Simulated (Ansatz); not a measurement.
# LiRe2 in the C11b ordering: coupling and resistivity against added charge, part 4 of 5

How do λ and ρ of LiRe2 in the C11b ordering move with the band filling? The first relaxation steps of the session are not shown, so no cell shown is the starting entry, unless a step says so.

Ansatz 0.2.0; DFT PBE, scalar-relativistic, plane waves, PAW; PAW set soft_1.

So far, coupling constant λ: step 3 (electron–phonon run: q 2×2×2, k 8×8×8, scattering 12×12×12) 0.770; step 4 (added electrons per cell -0.3) 1.19; step 5 (added electrons per cell 0.3) 0.674. Also resistivity at 300 K (μΩ cm): step 3 27.1; step 4 37.5; step 5 23.7. The relaxed cell has a = 3.123, c = 8.528 Å (conventional setting).

The structure was built from a prototype and need not be the compound's stable phase.

### Step 7. Coupling and resistivity: 0.6 electrons added a cell on a uniform background

Added charge moves the Fermi level through the bands.

Contents of input.yaml:

```yaml
crystal:
  lattice:
    - [3.1232212887, 0.0, -1.6104e-06]
    - [0.0, 3.1232212887, -1.6104e-06]
    - [1.5616128428, 1.5616128428, 4.2638304262]
  atoms:
    - { symbol: Li, position: [0.0, 0.0, 0.0] }
    - { symbol: Re, position: [0.6729854055, 0.6729854055, 0.6540291891] }
    - { symbol: Re, position: [0.3270145946, 0.3270145946, 0.3459708109] }
total_charge: -0.6
kpoints:
  mp_grid: { grid: [8, 8, 8] }
hamiltonian:
  xc: pbe
  pseudopotentials: { kind: paw, azcp: { folder: soft_1 } }
scf:
  occupations: { method: methfessel_paxton, width: 0.2 }
output:
  eigenvalues: true
phonons:
  method: dfpt
  qmesh: [2, 2, 2]
  temperatures: { t_max: 1000, t_step: 50 }
  qpath:
    path:
      - [[0.0, 0.0, 0.0], [0.5, 0.5, 0.5], [0.5, 0.5, 0.75], [0.5, 0.0, 0.5], [0.0, 0.0, 0.0], [0.0, 0.0, 0.5], [0.432932, 0.0, 0.716466]]
      - [[0.567068, 0.0, 0.283534], [0.0, 0.0, 0.0]]
      - [[0.5, 0.5, 0.5], [0.567068, 0.432932, 0.5]]
      - [[0.432932, 0.432932, 0.932932], [0.0, 0.0, 0.5]]
    npoints: 10
  electrical_resistivity:
    mesh: [12, 12, 12]
    temperatures: [20.0, 50.0, 77.0, 100.0, 150.0, 200.0, 300.0, 400.0, 600.0, 800.0]
```

The run is started by

```console
ansatz run input.yaml --threads 4 --pin off --max-ram 12288MiB --backend cpu --events-out ev --progress --plain --runs-dir out
```

Numbers of over 12 decimals in the logs are rounded to 6 here.

Output:

```text
[...]
Crystal: 3 atoms, lattice volume = 41.592 Å³
Basis set: ecut = 420 eV, 795 PW (Γ), exchange–correlation on 72×72×72 points (8 copies of the dense FFT grid, shifted against one another)
Bands: 21, of which v1, the nominal top of the filled ones, is band 17 counted from 1 (16 counted from 0)
Symmetry: 16 space group operations
k-points: 59 of 512
[...]
SCF iter   1: F=—  HF=-21934.010916 eV  |F-HF|=—  |Δ(HF+E_count)|=         —  Δρ=1.02e-1  dr2=6.18e0  ethr=3.10e-3  ⟨swp⟩=4.1  Hψ=4669  notcnv=0
[...]
SCF iter  11: F=-21931.890898 eV  HF=-21931.890898 eV  |F-HF|=2.18e-11  |Δ(HF+E_count)|=  1.46e-11  S|Δr|=    0.00e0  Δρ=3.35e-8  dr2=3.23e-13  ethr=1.00e-12  ⟨swp⟩=4.7  Hψ=4424  notcnv=0
SCF 1 converged in 11 iterations: F = -21931.890898 eV  dr2 = 3.23e-13
[...]
SCF iter   1: F=—  HF=-21934.010916 eV  |F-HF|=—  |Δ(HF+E_count)|=         —  Δρ=1.02e-1  dr2=6.18e0  ethr=3.10e-3  ⟨swp⟩=4.1  Hψ=4669  notcnv=0
[...]
SCF iter  11: F=-21931.890898 eV  HF=-21931.890898 eV  |F-HF|=7.28e-12  |Δ(HF+E_count)|=  1.46e-11  S|Δr|=    0.00e0  Δρ=3.34e-8  dr2=3.24e-13  ethr=1.00e-12  ⟨swp⟩=2.0  Hψ=2423  notcnv=0
SCF 2 converged in 11 iterations: F = -21931.890898 eV  dr2 = 3.24e-13
[...]
SCF converged after 11 iterations
[...]
Free energy (F): -21931.890898 eV
[...]
Internal energy: -21931.889317 eV  (E = F + TS)
E sigma→0 (E₀):  -21931.890503 eV
Entropy (-TS):   -0.001580 eV (-0.527 meV/atom)
Fermi energy:    17.785211 eV
[...]
--- Band table (eV; the first three rows and the last of 59) ---
  k-point 0: bands = [... 13 lower, 16.1586, 16.9490, 16.9490, 17.1165, 17.6923, 17.6923, 21.1277, 23.3784]
  k-point 1: bands = [... 13 lower, 16.1715, 16.7198, 16.7198, 17.2152, 18.0225, 18.0225, 21.0963, 22.1623]
  k-point 2: bands = [... 13 lower, 16.2030, 16.4108, 16.4108, 17.4555, 18.6085, 18.6085, 21.0206, 21.2854]
  k-point 58: bands = [... 13 lower, 16.0547, 16.0547, 17.3028, 19.8012, 19.9402, 20.0238, 20.3624, 20.3624]
[...]
ASR residual: 1.623e-5 → 0.000e0 eV/Å²; symmetrization residual: 1.950e-7 eV/Å²
  ASR residual per site (eV/Å²): 1.62e-5 6.14e-6 6.14e-6
  Γ frequencies (cm⁻¹): 0.00 0.00 0.00 177.44 177.44 184.41 467.64 467.64 534.09
--- Phonons (arbitrary-q DFPT): 4 irreducible q on the 2×2×2 mesh ---
[...]
interpolated dispersion: 94 rows × 9 modes
[...]
--- Electrical resistivity: potentials and phonons of a 2×2×2 supercell ---
[...]
at the Fermi level of each mesh (of a tensor a third of its trace):
[...]
12×12×12                     0.6881              5.0701    0.3960    0.3535          17.530
          6×6×6                     0.5923              4.5845    0.3255    0.3085          16.938
          3×3×3                     0.8547              3.9869    0.4536    0.4626          17.847
  resistivity on the deck's mesh, µΩ·cm:
[...]
20.00     2.1952e-2              no     1.4801e-2     1.4801e-2     3.6253e-2       3.9838e-2         2.5393e-2
     50.00     6.9278e-1              no     5.3377e-1     5.3377e-1      1.0108e0       8.8756e-1         7.2345e-1
     77.00      2.0090e0              no      1.5917e0      1.5917e0      2.8436e0        2.2648e0          2.1040e0
    100.00      3.2982e0              no      2.6424e0      2.6424e0      4.6098e0        3.5398e0          3.4673e0
    150.00      6.0980e0              no      4.9362e0      4.9362e0      8.4216e0        6.3021e0          6.4280e0
    200.00      8.7988e0              no      7.1493e0      7.1493e0      1.2098e1        9.0058e0          9.2753e0
    300.00      1.4025e1              no      1.1422e1      1.1422e1      1.9232e1        1.4326e1          1.4775e1
    400.00      1.9157e1              no      1.5601e1      1.5601e1      2.6268e1        1.9653e1          2.0175e1
    600.00      2.9346e1              no      2.3840e1      2.3840e1      4.0356e1        3.0560e1          3.0902e1
    800.00      3.9510e1              no      3.1987e1      3.1987e1      5.4557e1        4.1836e1          4.1610e1
[...]
Hall coefficient in a weak field at 20 K (a third of the trace): 1.441e-10 m³/C (as a tensor it moves by 14.0 % between the two finest meshes); by each state's relaxation time: 8.329e-11 m³/C; by a constant relaxation time: 1.334e-10 m³/C
[...]
vibrations of 8 cells: unjudged by the run; compare a larger repeat
[...]
```

Run time: 1.7 min. Hardware: 4 threads of AMD EPYC 7R43, shared host; peak memory 1 GiB.

Numbers from this step:

```yaml
zero_point_energy: 0.1437 eV/cell
highest_frequency_solved_or_plainly_interpolated: 534.1 cm⁻¹
debye_temperature_second_moment: 571 K
resistivity_at_300_k: 14.03 μΩ cm, mean of the axes
coupling_constant_lambda: 0.396
density_of_states_at_the_fermi_level: 0.6881 states/eV a spin and cell
log_mean_phonon_energy_omega_log: 17.53 meV
transport_coupling_constant_lambda_tr: 0.3546, 0.3546, 0.3513 (xx, yy, zz)
drude_plasma_energy: 5.42, 5.42, 4.285 eV (xx, yy, zz)
resistivity_times_mean_free_path: 10.3, 10.3, 16.44 × 10⁻¹⁶ Ω m² (xx, yy, zz)
second_moment_phonon_energy_omega: 21.08 meV, from the broadened α²F curve
```

Phonon-limited, linearised Boltzmann equation on a 12x12x12 mesh. Table of resistivity by temperature; values in μΩ cm:

| temperature (K) | along x | along z |
| --- | --- | --- |
| 20 | 0.0148 | 0.0362 |
| 50 | 0.534 | 1.01 |
| 77 | 1.59 | 2.84 |
| 100 | 2.64 | 4.61 |
| 150 | 4.94 | 8.42 |
| 200 | 7.15 | 12.1 |
| 300 | 11.4 | 19.2 |
| 400 | 15.6 | 26.3 |
| 600 | 23.8 | 40.4 |
| 800 | 32.0 | 54.6 |

By its own test the run is not converged in the mesh. λ = 0.396 and 14.0 μΩ cm at 300 K, against 0.770 and 27.1 in the neutral cell (-48.6 % and -48.3 %). N(E_F) moves by -37.6 % and the coupling-weighted phonon energy by +14.3 %; λ goes as N/ω², which would give -52.2 % if the matrix elements stayed. The run's own test puts 41 % between its two finest meshes on the component of the resistivity at 300 K that moves most. By the run's own test λ moves by 18 % between its two finest scattering meshes.

### Step 8. Coupling and resistivity: 0.15 holes added a cell on a uniform background

Added charge moves the Fermi level through the bands.

Changes to input.yaml since step 7:

```diff
@@ -9,3 +9,3 @@
     - { symbol: Re, position: [0.3270145946, 0.3270145946, 0.3459708109] }
-total_charge: -0.6
+total_charge: 0.15
 kpoints:
```

Output:

```text
[...]
Crystal: 3 atoms, lattice volume = 41.592 Å³
Basis set: ecut = 420 eV, 795 PW (Γ), exchange–correlation on 72×72×72 points (8 copies of the dense FFT grid, shifted against one another)
Bands: 21, of which v1, the nominal top of the filled ones, is band 16 counted from 1 (15 counted from 0)
Symmetry: 16 space group operations
k-points: 59 of 512
[...]
SCF iter   1: F=—  HF=-21945.614816 eV  |F-HF|=—  |Δ(HF+E_count)|=         —  Δρ=6.20e-2  dr2=1.50e0  ethr=3.10e-3  ⟨swp⟩=4.1  Hψ=4667  notcnv=0
[...]
SCF iter  10: F=-21945.088039 eV  HF=-21945.088039 eV  |F-HF|=3.64e-12  |Δ(HF+E_count)|=  1.09e-11  S|Δr|=    0.00e0  Δρ=7.11e-8  dr2=1.90e-12  ethr=1.00e-12  ⟨swp⟩=5.4  Hψ=4935  notcnv=0
[...]
SCF 1 converged in 10 iterations: F = -21945.088039 eV  dr2 = 1.90e-12
[...]
SCF iter   1: F=—  HF=-21945.614816 eV  |F-HF|=—  |Δ(HF+E_count)|=         —  Δρ=6.20e-2  dr2=1.50e0  ethr=3.10e-3  ⟨swp⟩=4.1  Hψ=4667  notcnv=0
[...]
SCF iter  10: F=-21945.088039 eV  HF=-21945.088039 eV  |F-HF|=7.28e-12  |Δ(HF+E_count)|=  1.09e-11  S|Δr|=    0.00e0  Δρ=7.17e-8  dr2=1.92e-12  ethr=1.00e-12  ⟨swp⟩=2.1  Hψ=2467  notcnv=0
SCF 2 converged in 10 iterations: F = -21945.088039 eV  dr2 = 1.92e-12
[...]
SCF converged after 10 iterations
[...]
Free energy (F): -21945.088039 eV
[...]
Internal energy: -21945.093193 eV  (E = F + TS)
E sigma→0 (E₀):  -21945.089327 eV
Entropy (-TS):   0.005154 eV (1.718 meV/atom)
Fermi energy:    17.415769 eV
[...]
--- Band table (eV; the first three rows and the last of 59) ---
  k-point 0: bands = [... 12 lower, 16.0335, 16.0921, 16.8737, 16.8737, 17.1268, 17.7126, 17.7126, 21.0249, ... 1 higher]
  k-point 1: bands = [... 12 lower, 15.8652, 16.1045, 16.6628, 16.6628, 17.2198, 18.0208, 18.0208, 20.9951, ... 1 higher]
  k-point 2: bands = [... 12 lower, 15.3752, 16.1347, 16.3630, 16.3630, 17.4457, 18.5854, 18.5854, 20.9232, ... 1 higher]
  k-point 58: bands = [... 12 lower, 14.2115, 16.1498, 16.1498, 17.2864, 19.7056, 19.8328, 19.9135, 20.4909, ... 1 higher]
[...]
ASR residual: 3.303e-5 → 0.000e0 eV/Å²; symmetrization residual: 1.931e-7 eV/Å²
  ASR residual per site (eV/Å²): 3.30e-5 1.20e-5 1.20e-5
  Γ frequencies (cm⁻¹): 0.00 0.00 0.00 166.11 166.11 186.53 469.84 469.84 535.36
--- Phonons (arbitrary-q DFPT): 4 irreducible q on the 2×2×2 mesh ---
[...]
interpolated dispersion: 94 rows × 9 modes
[...]
--- Electrical resistivity: potentials and phonons of a 2×2×2 supercell ---
[...]
at the Fermi level of each mesh (of a tensor a third of its trace):
[...]
12×12×12                     1.1955              5.4557    0.9175    0.8225          13.692
          6×6×6                     1.2222              5.6130    0.9812    0.8818          13.664
          3×3×3                     2.5341              6.5752    2.2054    2.1508          11.767
  resistivity on the deck's mesh, µΩ·cm:
[...]
20.00     1.0768e-1              no     8.7092e-2     8.7092e-2     1.4886e-1       1.8153e-1         1.1296e-1
     50.00      2.0457e0              no      1.7560e0      1.7560e0      2.6250e0        2.5322e0          2.0804e0
     77.00      5.0909e0              no      4.4618e0      4.4618e0      6.3493e0        5.7754e0          5.2008e0
    100.00      7.8691e0              no      6.9503e0      6.9503e0      9.7067e0        8.6554e0          8.0584e0
    150.00      1.3783e1              no      1.2264e1      1.2264e1      1.6820e1        1.4819e1          1.4139e1
    200.00      1.9511e1              no      1.7426e1      1.7426e1      2.3682e1        2.0848e1          2.0019e1
    300.00      3.0713e1              no      2.7559e1      2.7559e1      3.7021e1        3.2750e1          3.1501e1
    400.00      4.1818e1              no      3.7632e1      3.7632e1      5.0189e1        4.4698e1          4.2874e1
    600.00      6.4025e1              no      5.7728e1      5.7728e1      7.6620e1        6.9112e1          6.5604e1
    800.00      8.5824e1              no      7.7197e1      7.7197e1      1.0308e2        9.3920e1          8.7919e1
[...]
vibrations of 8 cells: unjudged by the run; compare a larger repeat
[...]
```

Wall time 1.8 min (4 threads); peak memory 1 GiB; 6.8 min of CPU time.

This step gave:

```yaml
zero_point_energy: 0.1382 eV/cell
highest_frequency_solved_or_plainly_interpolated: 536 cm⁻¹
debye_temperature_second_moment: 565 K
resistivity_at_300_k: 30.71 μΩ cm, mean of the axes
coupling_constant_lambda: 0.9175
density_of_states_at_the_fermi_level: 1.196 states/eV a spin and cell
log_mean_phonon_energy_omega_log: 13.69 meV
transport_coupling_constant_lambda_tr: 0.8178, 0.8178, 0.8318 (xx, yy, zz)
drude_plasma_energy: 5.671, 5.671, 4.998 eV (xx, yy, zz)
resistivity_times_mean_free_path: 7.172, 7.172, 9.724 × 10⁻¹⁶ Ω m² (xx, yy, zz)
second_moment_phonon_energy_omega: 17.47 meV, from the broadened α²F curve
```

The Eliashberg function α²F has structure finer than the step of the table below, so its rows give means over 2 meV, whole bins alone (the curve runs from 0.26 to 66.2 meV). Peaks (meV: height): α²F 10.1: 0.389, 13.8: 0.701, 17.9: 0.621, 20.5: 1.04, 21.5: 0.976, 58.4: 0.381; α²F tr 10.1: 0.363, 13.8: 0.538, 17.9: 0.551, 20.5: 0.918, 21.5: 1.01, 58.4: 0.463.

Table of Eliashberg function α²F by phonon energy; means over each step:

| phonon energy (meV) | α²F | α²F tr |
| --- | --- | --- |
| 2 | 0.00107 | 4.4e-4 |
| 4 | 0.0121 | 0.00825 |
| 6 | 0.103 | 0.0982 |
| 8 | 0.141 | 0.144 |
| 10 | 0.319 | 0.299 |
| 12 | 0.303 | 0.277 |
| 14 | 0.515 | 0.392 |
| 16 | 0.154 | 0.110 |
| 18 | 0.496 | 0.438 |
| 20 | 0.627 | 0.560 |
| 22 | 0.476 | 0.467 |
| 24 | 0.0682 | 0.0529 |
| 26 | 0.00138 | 7.5e-4 |
| 28 | 0 | 0 |
| 30 | 0 | 0 |
| 32 | 0 | 0 |
| 34 | 0 | 0 |
| 36 | 0 | 0 |
| 38 | 0 | 0 |
| 40 | 0 | 0 |
| 42 | 0 | 0 |
| 44 | 0 | 0 |
| 46 | 0 | 0 |
| 48 | 0 | 0 |
| 50 | 0 | 0 |
| 52 | 0 | 0 |
| 54 | 0 | 0 |
| 56 | 0 | 0 |
| 58 | 0.190 | 0.228 |
| 60 | 0.00637 | 0.00595 |
| 62 | 0 | 0 |

Resistivity, by row:

| T (K) | ρ_xx (μΩ cm) | ρ_yy | ρ_zz | ρ by Ziman's lowest order, mean | ρ by relaxation times, mean | within 2 % of the coarser mesh |
| --- | --- | --- | --- | --- | --- | --- |
| 20 | 0.08709 | 0.08709 | 0.1489 | 0.1815 | 0.113 | no |
| 50 | 1.756 | 1.756 | 2.625 | 2.532 | 2.08 | no |
| 77 | 4.462 | 4.462 | 6.349 | 5.775 | 5.201 | no |
| 100 | 6.95 | 6.95 | 9.707 | 8.655 | 8.058 | no |
| 150 | 12.26 | 12.26 | 16.82 | 14.82 | 14.14 | no |
| 200 | 17.43 | 17.43 | 23.68 | 20.85 | 20.02 | no |
| 300 | 27.56 | 27.56 | 37.02 | 32.75 | 31.5 | no |
| 400 | 37.63 | 37.63 | 50.19 | 44.7 | 42.87 | no |
| 600 | 57.73 | 57.73 | 76.62 | 69.11 | 65.6 | no |
| 800 | 77.2 | 77.2 | 103.1 | 93.92 | 87.92 | no |

By its own test the run is not converged in the mesh. λ = 0.917 and 30.7 μΩ cm at 300 K, against 0.770 and 27.1 in the neutral cell (+19.1 % and +13.2 %). N(E_F) moves by +8.5 % and the coupling-weighted phonon energy by -5.3 %; λ goes as N/ω², which would give +21.0 % if the matrix elements stayed. The run's own test puts 33 % between its two finest meshes on the component of the resistivity at 300 K that moves most, more than that change; on the next coarser mesh the mean ρ changes by +18.5 % between the two runs, against +13.2 % on the finest.

(Part 4 of 5 ends here.)

[Logs are printed without paths, hosts, clocks, repeated set-up lines and the standing remarks that a program may print on its own settings, such as how far it seeks lower states.]

[Hosts, paths, dates, database ids (printed as entryN), source tags and the programs' standing remarks are cut or masked in the printed files.]
